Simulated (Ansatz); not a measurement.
# AlPt3C (Pm-3m): following an unstable mode

Wanted: the energy along a soft mode of AlPt3C (Pm-3m) and the structure at the end.

Main program and level: Ansatz 0.2.0; DFT PBEsol, scalar-relativistic, plane waves, PAW; PAW set soft_1.

**1. Starting point**

The structure is cubic, space group Pm-3m (No. 221). The conventional cell has a = 4.133 Å, b = 4.133 Å, c = 4.133 Å, α = 90.00°, β = 90.00°, γ = 90.00°. Nearest to Al lie 12 Pt at 2.92 Å. Nearest to Pt lie 2 C at 2.07 Å and 8 Pt at 2.92 Å and 4 Al at 2.92 Å. C has 6 Pt at 2.07 Å nearest. Farther neighbours are not listed.

**2. Phonons on a q mesh**

The cell comes from relaxations at this level that are not shown. Stability and thermal properties need the whole zone. Linear response on a 4×4×4 q mesh gives force constants as far as a supercell of that size would.

input.yaml

```yaml
crystal:
  lattice:
    - [4.1327502067, 0.0, 0.0]
    - [0.0, 4.1327502067, 0.0]
    - [0.0, 0.0, 4.1327502067]
  atoms:
    - { symbol: Al, position: [0.0, 0.0, 0.0] }
    - { symbol: Pt, position: [0.0, 0.5, 0.5] }
    - { symbol: Pt, position: [0.5, 0.0, 0.5] }
    - { symbol: Pt, position: [0.5, 0.5, 0.0] }
    - { symbol: C, position: [0.5, 0.5, 0.5] }
kpoints:
  mp_grid: { grid: [8, 8, 8] }
hamiltonian:
  xc: pbesol
  pseudopotentials: { kind: paw, azcp: { folder: soft_1 }, xc_functional: pbe }
scf:
  occupations: { method: methfessel_paxton, width: 0.2 }
output:
  eigenvalues: true
phonons:
  method: dfpt
  qmesh: [4, 4, 4]
  temperatures: { t_max: 1000, t_step: 50 }
  qpath:
    path:
      - [[0.0, 0.0, 0.0], [0.0, 0.5, 0.0], [0.5, 0.5, 0.0], [0.0, 0.0, 0.0], [0.5, 0.5, 0.5], [0.0, 0.5, 0.0]]
      - [[0.5, 0.5, 0.5], [0.5, 0.5, 0.0]]
    npoints: 10
```

Command:

```sh
$ ansatz run input.yaml --threads 4 --pin off --max-ram 10240MiB --backend cpu --events-out ev --progress --plain --runs-dir out
```

Numbers of over 12 decimals in the logs are rounded to 6 here.

Log:

```text
Engine: ansatz 0.2.0, x86_64-unknown-linux-gnu
Pseudopotentials: kind: paw
Pseudopotential: Al, paw, valence charge 3, recommended cutoff 420 eV (normal), soft_1/Al.paw.azcp
Pseudopotential: Pt, paw, valence charge 18, recommended cutoff 420 eV (normal), soft_1/Pt.paw.azcp
Pseudopotential: C, paw, valence charge 4, recommended cutoff 420 eV (normal), soft_1/C.paw.azcp
Functional definition: PBEsol
  exchange = pbesol_x
  correlation = pbesol_c
Crystal: 5 atoms, lattice volume = 70.586 Å³
Basis set: ecut = 420 eV, 1357 PW (Γ), exchange–correlation on 60×60×60 points (8 copies of the dense FFT grid, shifted against one another)
Bands: 37, of which v1, the nominal top of the filled ones, is band 31 counted from 1 (30 counted from 0)
Symmetry: 48 space group operations
k-points: 35 of 512
Non-local potential: Al, projectors of the file, l = 0: 2, l = 1: 2, l = 2: 1
Non-local potential: Pt, projectors of the file, l = 0: 3, l = 1: 2, l = 2: 2, l = 3: 1
Non-local potential: C, projectors of the file, l = 0: 2, l = 1: 2, l = 2: 1
PAW form: soft (Blöchl's): semilocal exchange-correlation on the pseudo side does not see the compensation charge
PAW frozen core: Al, regenerated for the run's functional, and the local potential with it (the file was generated under x = pbe(κ = 0.804, μ = 0.219515), c = pbe(β = 0.066725))
PAW frozen core: Pt, regenerated for the run's functional, and the local potential with it (the file was generated under x = pbe(κ = 0.804, μ = 0.219515), c = pbe(β = 0.066725))
PAW frozen core: C, regenerated for the run's functional, and the local potential with it (the file was generated under x = pbe(κ = 0.804, μ = 0.219515), c = pbe(β = 0.066725))
PAW one-centre angular grid: Al, 110 points (default); XC on 64 Gauss nodes
PAW one-centre angular grid: Pt, 590 points (default); XC on 64 Gauss nodes
PAW one-centre angular grid: C, 110 points (default); XC on 64 Gauss nodes
Initial density: superposition of atomic densities (chi_scale 0.1, normalization cell, long waves kept (reshape's long-wave potential 0.00 eV rms))
Initial wavefunctions: pseudopotential atomic-orbital guess
Functional: x = pbesol(κ = 0.804, μ = 0.123457), c = pbesol(β = 0.046)
SCF iter   1: F=—  HF=-37928.389715 eV  |F-HF|=—  |Δ(HF+E_count)|=         —  Δρ=9.89e-2  dr2=7.82e0  ethr=3.10e-3  ⟨swp⟩=5.1  Hψ=4344  notcnv=0
preconditioner: auto → Kerker (q_TF=auto, 2.663 Å⁻¹)  [metal: Δε(μ)=0.041 eV  Ē_g=7.944 eV  σ=0.200 eV  W_gap=0.17  n_scr=26 (ndim 8)  ℏωp=26.9 eV  f_vac=0.000  D(μ)=3.77/eV (n_scr^D=32)]
SCF iter   2: F=—  HF=-37926.954184 eV  |F-HF|=—  |Δ(HF+E_count)|=    1.44e0  S|Δr|=    0.00e0  Δρ=4.96e-2  dr2=1.98e0  ethr=3.10e-3  ⟨swp⟩=2.1  Hψ=2190  notcnv=0  defer=31
SCF iter   3: F=—  HF=-37926.456766 eV  |F-HF|=—  |Δ(HF+E_count)|=   4.97e-1  S|Δr|=    0.00e0  Δρ=7.43e-3  dr2=3.25e-2  ethr=3.10e-3  ⟨swp⟩=2.0  Hψ=2098  notcnv=0  defer=31
SCF iter   4: F=—  HF=-37926.449539 eV  |F-HF|=—  |Δ(HF+E_count)|=   7.23e-3  S|Δr|=    0.00e0  Δρ=1.32e-3  dr2=1.27e-3  ethr=5.32e-5  ⟨swp⟩=1.1  Hψ=1592  notcnv=0  defer=29
SCF iter   5: F=—  HF=-37926.449261 eV  |F-HF|=—  |Δ(HF+E_count)|=   2.78e-4  S|Δr|=    0.00e0  Δρ=3.60e-4  dr2=1.15e-4  ethr=2.08e-6  ⟨swp⟩=2.1  Hψ=1714  notcnv=0  defer=29
SCF iter   6: F=—  HF=-37926.449218 eV  |F-HF|=—  |Δ(HF+E_count)|=   4.28e-5  S|Δr|=    0.00e0  Δρ=6.23e-5  dr2=3.13e-6  ethr=1.88e-7  ⟨swp⟩=2.0  Hψ=1597  notcnv=0  defer=29
SCF iter   7: F=—  HF=-37926.449219 eV  |F-HF|=—  |Δ(HF+E_count)|=   8.02e-7  S|Δr|=    0.00e0  Δρ=1.23e-5  dr2=1.11e-7  ethr=5.13e-9  ⟨swp⟩=2.0  Hψ=1763  notcnv=0  defer=29
SCF iter   8: F=—  HF=-37926.449219 eV  |F-HF|=—  |Δ(HF+E_count)|=   1.52e-8  S|Δr|=    0.00e0  Δρ=2.13e-6  dr2=3.29e-9  ethr=1.81e-10  ⟨swp⟩=2.0  Hψ=1852  notcnv=0  defer=29
SCF iter   9: F=—  HF=-37926.449219 eV  |F-HF|=—  |Δ(HF+E_count)|=  2.76e-10  S|Δr|=    0.00e0  Δρ=4.44e-7  dr2=2.95e-10  ethr=5.39e-12  ⟨swp⟩=2.5  Hψ=2051  notcnv=0  defer=29
SCF iter  10: F=—  HF=-37926.449219 eV  |F-HF|=—  |Δ(HF+E_count)|=  6.55e-11  S|Δr|=    0.00e0  Δρ=9.67e-8  dr2=1.52e-11  ethr=1.00e-12  ⟨swp⟩=1.2  Hψ=1269  notcnv=0  defer=29
SCF iter  11: F=-37926.449219 eV  HF=-37926.449219 eV  |F-HF|=7.28e-12  |Δ(HF+E_count)|=    0.00e0  S|Δr|=    0.00e0  Δρ=2.36e-8  dr2=3.77e-13  ethr=1.00e-12  ⟨swp⟩=9.5  Hψ=5450  notcnv=0
SCF 1 converged in 11 iterations: F = -37926.449219 eV  dr2 = 3.77e-13
  greatest PAW one-centre occupation: 1.000 electrons in one spin orbital (limit 2), on the Pt atom at site 3 (counted from 0), in its partial waves of l = 0
phonons: the bands overlap, so this run is a metal and interpolates without the dipole-dipole term. If the crystal is really an insulator or semiconductor, its LO-TO splitting is missing
NSCF: frozen V_eff on 35 k-points
NSCF: frozen V_eff on 125 k-points
DFPT response loops at q = (0, 0, 0) (fractional): preconditioner auto → Kerker (q_TF=auto, 2.663 Å⁻¹) (partly filled bands, converged f_vac=0.000); β = 1.00, the filter's whole step (`scf.mixing.beta` (0.50) is not read by the response loops under this deck's `scf.mixing.preconditioner`; to damp them name `kerker` or `kerker_dos`, under which they read `scf.mixing.beta`, and type it under 1.00, their step now; both keys bind the ground state too); Broyden in place of MSR1
NSCF: frozen V_eff on 400 k-points
DFPT response loops at q = (0, 0, 0.25) (fractional): mixed as the last ones told, above
NSCF: frozen V_eff on 250 k-points
DFPT response loops at q = (0, 0, -0.5) (fractional): mixed as the last ones told, above
NSCF: frozen V_eff on 640 k-points
DFPT response loops at q = (0, 0.25, 0.25) (fractional): mixed as the last ones told, above
NSCF: frozen V_eff on 400 k-points
DFPT response loops at q = (0, 0.25, -0.5) (fractional): mixed as the last ones told, above
NSCF: frozen V_eff on 250 k-points
DFPT response loops at q = (0, -0.5, -0.5) (fractional): mixed as the last ones told, above
NSCF: frozen V_eff on 1024 k-points
DFPT response loops at q = (0.25, 0.25, 0.25) (fractional): mixed as the last ones told, above
NSCF: frozen V_eff on 640 k-points
DFPT response loops at q = (0.25, 0.25, -0.5) (fractional): mixed as the last ones told, above
NSCF: frozen V_eff on 400 k-points
DFPT response loops at q = (0.25, -0.5, -0.5) (fractional): mixed as the last ones told, above
NSCF: frozen V_eff on 250 k-points
DFPT response loops at q = (-0.5, -0.5, -0.5) (fractional): mixed as the last ones told, above
SCF converged after 11 iterations
Stability not checked: this state was not tested for a lower state beside it, because cold or Methfessel-Paxton smearing, or corrected tetrahedra, fill the levels in a way that the test cannot read (fill_not_monotonic; see scf.lower_state_search)
Free energy (F): -37926.449219 eV
Harris-Foulkes:  -37926.449219 eV  (|F-HF|=7.28e-12)
Internal energy: -37926.444465 eV  (E = F + TS)
E sigma→0 (E₀):  -37926.448030 eV
Entropy (-TS):   -0.004753 eV (-0.951 meV/atom)
Fermi energy:    18.302395 eV
--- Per-component energies (eV) ---
  E_band       = -616.201419
  E_kinetic    = 1904.397736
  E_local      = -6262.379771  (includes V_loc(G=0)·N_el)
  E_nonlocal   = 655.010104
  E_hartree    = 2479.120292
  E_xc         = -777.401753
  E_vxc        = -900.318753  (∫ρ·V_xc dr)
  E_paw        = -28590.589176  (= ΣΔE_a)
  E_vpaw       = -971.154532  (= ΣTr[D̂ρ^β])
  E_aug_tail   = 0.003225  (compensation charges beyond the density's cutoff)
  E_ewald      = -7335.506457
  E_core_change = 0.901333  (= ΣΔE_core)
  E_smearing   = -0.004753  (= −TS)
  E_closure    = -0.000000  (closes the sum)
  Σ components = -37926.449219   (vs F -37926.449219, Δ=0.00e0)
--- Band table (eV; the first three rows and the last of 35) ---
  k-point 0: bands = [... 27 lower, 17.3613, 17.3866, 17.3866, 17.3866, 19.4360, 19.4360, 19.4360, 21.0105, ... 2 higher]
  k-point 1: bands = [... 27 lower, 17.2216, 17.3870, 17.4786, 17.4786, 19.2225, 19.6929, 19.6929, 21.3439, ... 2 higher]
  k-point 2: bands = [... 27 lower, 16.8195, 17.3878, 17.7055, 17.7055, 19.3270, 20.3977, 20.3977, 21.4731, ... 2 higher]
  k-point 34: bands = [... 27 lower, 15.8710, 17.1705, 17.1705, 17.1705, 19.3489, 19.3489, 19.3489, 19.7042, ... 2 higher]
--- Phonons (Γ-DFPT): 4 representative perturbations + reference (Σ response iterations 14) ---
  ASR residual: 1.472e-5 → 0.000e0 eV/Å²; symmetrization residual: 4.177e-6 eV/Å²
  ASR residual per site (eV/Å²): 9.80e-6 1.47e-5 1.47e-5 1.47e-5 5.05e-6
  Γ frequencies (cm⁻¹): -94.11 -94.11 -94.11 -70.75 -70.75 -70.75 0.00 0.00 0.00 75.33 75.33 75.33 437.22 437.22 437.22
--- Phonons (arbitrary-q DFPT): 10 irreducible q on the 4×4×4 mesh ---
  q = [0.0000, 0.0000, 0.0000] (star 1, of the zone-centre solve; hermiticity 5.30e-7, symmetrization 1.87e-12): -94.11 -94.11 -94.11 -70.75 -70.75 -70.75 -0.00 -0.00 0.00 75.33 75.33 75.33 437.22 437.22 437.22
  q = [0.0000, 0.0000, 0.2500] (star 6, 9 solved perturbations in 1560 linear systems a pass and spin channel, the states on 200 of 512 k-point pairs; hermiticity 4.97e-7, symmetrization 1.04e-12): -94.62 -92.31 -92.31 -67.81 -67.81 -49.36 23.03 23.03 86.39 86.39 120.66 127.54 427.93 427.93 577.60
  q = [0.0000, 0.0000, -0.5000] (star 3, 9 solved perturbations in 975 linear systems a pass and spin channel, the states on 125 of 512 k-point pairs; hermiticity 4.07e-7, symmetrization 3.66e-13): -96.69 -94.63 -94.63 -70.13 -70.13 -44.51 38.82 38.82 92.79 92.79 146.98 171.75 411.30 411.30 683.65
  q = [0.0000, 0.2500, 0.2500] (star 12, 9 solved perturbations in 2460 linear systems a pass and spin channel, the states on 320 of 512 k-point pairs; hermiticity 4.94e-7, symmetrization 1.24e-13): -107.71 -97.81 -92.87 -79.28 -70.47 -66.62 36.85 79.38 98.05 113.73 133.60 151.44 418.86 566.30 582.78
  q = [0.0000, 0.2500, -0.5000] (star 12, 15 solved perturbations on 200 of 512 k-point pairs; hermiticity 4.70e-7, symmetrization 2.75e-14): -108.26 -106.62 -103.26 -89.20 -66.61 -65.12 45.25 98.73 108.40 110.61 149.09 172.67 415.25 570.50 679.67
  q = [0.0000, -0.5000, -0.5000] (star 3, 9 solved perturbations in 975 linear systems a pass and spin channel, the states on 125 of 512 k-point pairs; hermiticity 3.99e-7, symmetrization 1.51e-13): -121.60 -121.60 -111.16 -111.16 -82.03 -15.72 43.57 107.16 119.36 122.15 122.15 187.93 424.10 681.27 681.27
  q = [0.2500, 0.2500, 0.2500] (star 8, 4 solved perturbations in 1376 linear systems a pass and spin channel, the states on 512 of 512 k-point pairs; hermiticity 3.07e-7, symmetrization 3.02e-13): -113.75 -97.68 -94.91 -94.91 -76.36 -76.36 83.25 83.25 108.18 108.18 141.04 171.52 560.51 581.80 581.80
  q = [0.2500, 0.2500, -0.5000] (star 12, 9 solved perturbations in 2460 linear systems a pass and spin channel, the states on 320 of 512 k-point pairs; hermiticity 4.12e-7, symmetrization 2.99e-13): -104.52 -102.09 -101.21 -100.37 -82.62 -69.51 93.38 98.36 99.45 122.60 131.21 190.00 571.64 582.20 677.40
  q = [0.2500, -0.5000, -0.5000] (star 6, 9 solved perturbations in 1560 linear systems a pass and spin channel, the states on 200 of 512 k-point pairs; hermiticity 4.06e-7, symmetrization 2.54e-13): -103.30 -103.30 -95.67 -95.67 -77.66 -74.87 94.87 105.35 105.65 109.52 109.52 206.71 579.67 676.05 676.05
  q = [-0.5000, -0.5000, -0.5000] (star 1, 4 solved perturbations in 350 linear systems a pass and spin channel, the states on 125 of 512 k-point pairs; hermiticity 3.98e-7, symmetrization 1.18e-12): -78.23 -78.23 -78.23 -67.66 -67.66 -67.66 88.74 88.74 88.74 100.24 100.24 223.99 673.62 673.62 673.62
  sum rule: each row above includes the acoustic sum rule's correction from the zone centre's row sums; it moved no ω² by more than (0.34 cm⁻¹)²
  mesh force constants: q→R imaginary residual 5.71e-19; ASR residual 1.472e-5 → 0.000e0 eV/Å²; symmetrization residual 2.309e-14 eV/Å²
  interpolated dispersion: 62 rows × 15 modes
  density of states and harmonic sums: on the 16×16×16 q-mesh, interpolated from the force constants of a 4×4×4 supercell (no non-analytic term)
  largest difference from the sums on the solved wave vectors: F 3.28e-3 eV, S 9.00e-6 and C_V 3.48e-6 eV/K
  zero-point energy: 0.145623 eV/cell   skipped modes (ω ≤ 0): 996, of them read as no rigid motion or as one in doubt: 993 (6.006e0 modes/cell left out, lowest -121.60 cm⁻¹)   left out of the sums: 4.00e-1 of the cell's modes: C_V's classical limit lies that fraction below 3 k_B per atom; for a crystal, a wire or a layer, F and S can be off by more, and a phonons.interpolated_qmesh denser along its periods is the remedy for the sampling
```

Run time: 11 min. Hardware: 4 threads of Intel Xeon Platinum 8488C (Sapphire Rapids), shared host; peak memory 3 GiB; 41 min of CPU time.

This step gave:

```yaml
volume_per_atom: 14.12 Å³
gap_on_the_k_mesh: 0 eV
sum_rule_residual_before_enforcement: 1.47e-5 eV/Å²
lowest_frequency_on_the_path: -121.6 cm⁻¹
point_group: m-3m
highest_frequency_on_the_path_or_at_a_solved_wavevector: 683.7 cm⁻¹
highest_optical_mode_at_the_zone_centre_no_lo_to_term: 437.2 cm⁻¹
lowest_optical_zone_centre_mode: -94.11 cm⁻¹
lowest_mode_on_the_q_mesh_acoustic_modes_at_gamma_apart: -121.6 cm⁻¹
```

Frequencies (cm⁻¹) solved at each irreducible wavevector; negative means imaginary. Frequencies by wavevector, by row:

```tsv
q in reciprocal lattice units	star	mode 1	mode 2	mode 3	mode 4	mode 13	mode 14	mode 15
0 0 0	1	-94.1	-94.1	-94.1	-70.8	437.2	437.2	437.2
0 0 0.25	6	-94.6	-92.3	-92.3	-67.8	427.9	427.9	577.6
0 0 -0.5	3	-96.7	-94.6	-94.6	-70.1	411.3	411.3	683.6
0 0.25 0.25	12	-107.7	-97.8	-92.9	-79.3	418.9	566.3	582.8
0 0.25 -0.5	12	-108.3	-106.6	-103.3	-89.2	415.2	570.5	679.7
0 -0.5 -0.5	3	-121.6	-121.6	-111.2	-111.2	424.1	681.3	681.3
0.25 0.25 0.25	8	-113.8	-97.7	-94.9	-94.9	560.5	581.8	581.8
0.25 0.25 -0.5	12	-104.5	-102.1	-101.2	-100.4	571.6	582.2	677.4
0.25 -0.5 -0.5	6	-103.3	-103.3	-95.7	-95.7	579.7	676	676
-0.5 -0.5 -0.5	1	-78.2	-78.2	-78.2	-67.7	673.6	673.6	673.6
```

Interpolated from a 4×4×4 q mesh. The phonon branches at the labelled points (cm⁻¹):

```tsv
point	branch 1	branch 2	branch 3	branch 4	branch 12	branch 13	branch 14	branch 15
Γ	-94	-94	-94	-71	75	437	437	437
halfway	-95	-92	-92	-68	128	428	428	578
X	-97	-95	-95	-70	172	411	411	684
halfway	-108	-107	-103	-89	173	415	570	680
M	-122	-122	-111	-111	188	424	681	681
halfway	-108	-98	-93	-79	151	419	566	583
Γ	-94	-94	-94	-71	75	437	437	437
halfway	-114	-98	-95	-95	172	560	582	582
R	-78	-78	-78	-68	224	674	674	674
halfway	-104	-102	-101	-100	190	572	582	677
X	-97	-95	-95	-70	172	411	411	684
jump to R	-78	-78	-78	-68	224	674	674	674
halfway	-103	-103	-96	-96	207	580	676	676
M	-122	-122	-111	-111	188	424	681	681
```

Symmetry leaves 10 wavevectors to solve. The lowest mode among them, the acoustic zeros apart, lies at q = (0, -0.5, -0.5) and is imaginary, 121.6i cm⁻¹, so the energy falls along it.

**3. The mode frozen in, largest atomic shift 0 Å**

The mode followed lies at q = (0, -0.5, -0.5) with frequency 111.2i cm⁻¹ and is 2-fold degenerate, one of the unstable modes though not the softest. At small amplitude the distorted cell has space group no. 51 by a symmetry search on the positions. The undistorted cell that holds it gives the zero of energy on the same k mesh.

System of this step: AlPt3C. It takes space group Pm-3m (No. 221, cubic). Conventional cell: a = 4.133 Å, b = 4.133 Å, c = 4.133 Å, α = 90.00°, β = 90.00°, γ = 90.00°. Nearest to Al lie 12 Pt at 2.92 Å. Pt has 2 C at 2.07 Å and 4 Al at 2.92 Å and 8 Pt at 2.92 Å nearest. C has 6 Pt at 2.07 Å nearest. Farther neighbours are not listed.

input.yaml

```yaml
crystal:
  lattice:
    - [-4.1327502067, 0.0, 0.0]
    - [0.0, -4.1327502067, -4.1327502067]
    - [0.0, -4.1327502067, 4.1327502067]
  atoms:
    - { symbol: Al, position: [1.0, 1.0, 0.0] }
    - { symbol: Al, position: [1.0, 0.5, 0.5] }
    - { symbol: Pt, position: [0.0, 0.0, 0.5] }
    - { symbol: Pt, position: [0.0, 0.5, 0.0] }
    - { symbol: Pt, position: [0.5, 0.25, 0.75] }
    - { symbol: Pt, position: [0.5, 0.75, 0.25] }
    - { symbol: Pt, position: [0.5, 0.25, 0.25] }
    - { symbol: Pt, position: [0.5, 0.75, 0.75] }
    - { symbol: C, position: [0.5, 0.0, 0.5] }
    - { symbol: C, position: [0.5, 0.5, 0.0] }
kpoints:
  mp_grid: { grid: [10, 6, 6] }
hamiltonian:
  xc: pbesol
  pseudopotentials: { kind: paw, azcp: { folder: soft_1 }, xc_functional: pbe }
scf:
  occupations: { method: methfessel_paxton, width: 0.2 }
output:
  forces: true
  stress: true
  eigenvalues: true
```

Log:

```text
[...]
Crystal: 10 atoms, lattice volume = 141.172 Å³
Basis set: ecut = 420 eV, 2729 PW (Γ), exchange–correlation on 60×80×80 points (8 copies of the dense FFT grid, shifted against one another)
Bands: 74, of which v1, the nominal top of the filled ones, is band 61 counted from 1 (60 counted from 0)
Symmetry: 32 space group operations
[...]
k-points: 60 of 360
[...]
k-point 0: bands = [... 57 lower, 17.3930, 17.3934, 17.3934, 17.8933, 17.8933, 19.3360, 19.4341, 19.4345, ... 9 higher]
  k-point 1: bands = [... 57 lower, 17.3123, 17.5250, 17.5555, 17.9030, 18.1112, 19.1247, 19.2271, 19.6616, ... 9 higher]
  k-point 2: bands = [... 57 lower, 17.0781, 17.7990, 17.9220, 17.9688, 18.5130, 18.8015, 18.9200, 20.2869, ... 9 higher]
  k-point 59: bands = [... 57 lower, 16.5873, 17.8935, 17.8935, 17.8944, 17.8944, 19.3355, 19.3355, 20.4506, ... 9 higher]
[key lines of the parts left out:]
SCF converged after 8 iterations
Free energy (F): -75852.899379 eV
Fermi energy:    18.349991 eV
P = ⅓ Tr σ = -0.0216 GPa (-0.216 kbar)
```

Elapsed: 5.3 s, on 4 threads; peak memory 0.86 GiB.

Numbers from this step:

```yaml
pressure: -0.02162 GPa
energy_from_the_undistorted_cell: 0 meV/atom
```

The run ends at a pressure of -0.02 GPa.

**4. The mode frozen in, largest atomic shift 0.32 Å**

The atoms are moved along the unstable eigenvector, the largest shift by 0.32 Å, with the cell fixed.

input.yaml, the sections that differ from step 3:

```yaml
crystal:
  lattice:
    - [-4.1327502067, 0.0, 0.0]
    - [0.0, -4.1327502067, -4.1327502067]
    - [0.0, -4.1327502067, 4.1327502067]
  atoms:
    - { symbol: Al, position: [1.0, 1.0059641216, 0.0] }
    - { symbol: Al, position: [1.0, 0.4940358784, 0.5] }
    - { symbol: Pt, position: [0.0, 0.0547514751, 0.5] }
    - { symbol: Pt, position: [0.0, 0.4452485249, 0.0] }
    - { symbol: Pt, position: [0.5, 0.25, 0.75] }
    - { symbol: Pt, position: [0.5, 0.75, 0.25] }
    - { symbol: Pt, position: [0.5, 0.25, 0.25] }
    - { symbol: Pt, position: [0.5, 0.75, 0.75] }
    - { symbol: C, position: [0.5, -0.0085204031, 0.5] }
    - { symbol: C, position: [0.5, 0.5085204031, 0.0] }
# kpoints, hamiltonian, scf, output: as in step 3
```

Log:

```text
[...]
Crystal: 10 atoms, lattice volume = 141.172 Å³
Basis set: ecut = 420 eV, 2729 PW (Γ), exchange–correlation on 60×80×80 points (8 copies of the dense FFT grid, shifted against one another)
Bands: 74, of which v1, the nominal top of the filled ones, is band 61 counted from 1 (60 counted from 0)
Symmetry: 8 space group operations
[...]
k-points: 96 of 360
[...]
k-point 0: bands = [... 57 lower, 17.1621, 17.3949, 17.5758, 17.8768, 17.9023, 19.6882, 19.7896, 19.8238, ... 9 higher]
  k-point 1: bands = [... 57 lower, 17.0315, 17.5306, 17.8134, 17.9092, 18.0543, 19.3290, 19.9309, 20.0231, ... 9 higher]
  k-point 2: bands = [... 57 lower, 16.6767, 17.7984, 17.9232, 18.4161, 18.4493, 18.9184, 19.7163, 20.4868, ... 9 higher]
  k-point 95: bands = [... 57 lower, 16.6549, 17.4844, 17.4844, 17.7052, 17.7052, 19.0259, 19.0259, 20.8821, ... 9 higher]
[key lines of the parts left out:]
SCF converged after 8 iterations
Free energy (F): -75853.304059 eV
Fermi energy:    18.285145 eV
P = ⅓ Tr σ = 0.8310 GPa (8.310 kbar)
```

Run time: 9.7 s. Hardware: 4 threads; peak memory 1.1 GiB.

This step gave:

```
pressure                         : 0.8310 GPa
energy from the undistorted cell : -40.35 meV/atom
```

The energy, extrapolated to zero smearing, is -40.35 meV/atom against the undistorted cell.

The run ends at a pressure of 0.83 GPa, with forces up to 0.59 eV/Å.

(Continued in part 2 of 3.)

[Logs are printed without paths, hosts, clocks, repeated set-up lines and the standing remarks that a program may print on its own settings, such as how far it seeks lower states.]

[Hosts, paths, dates, database ids (printed as entryN), source tags and the programs' standing remarks are cut or masked in the printed files.]
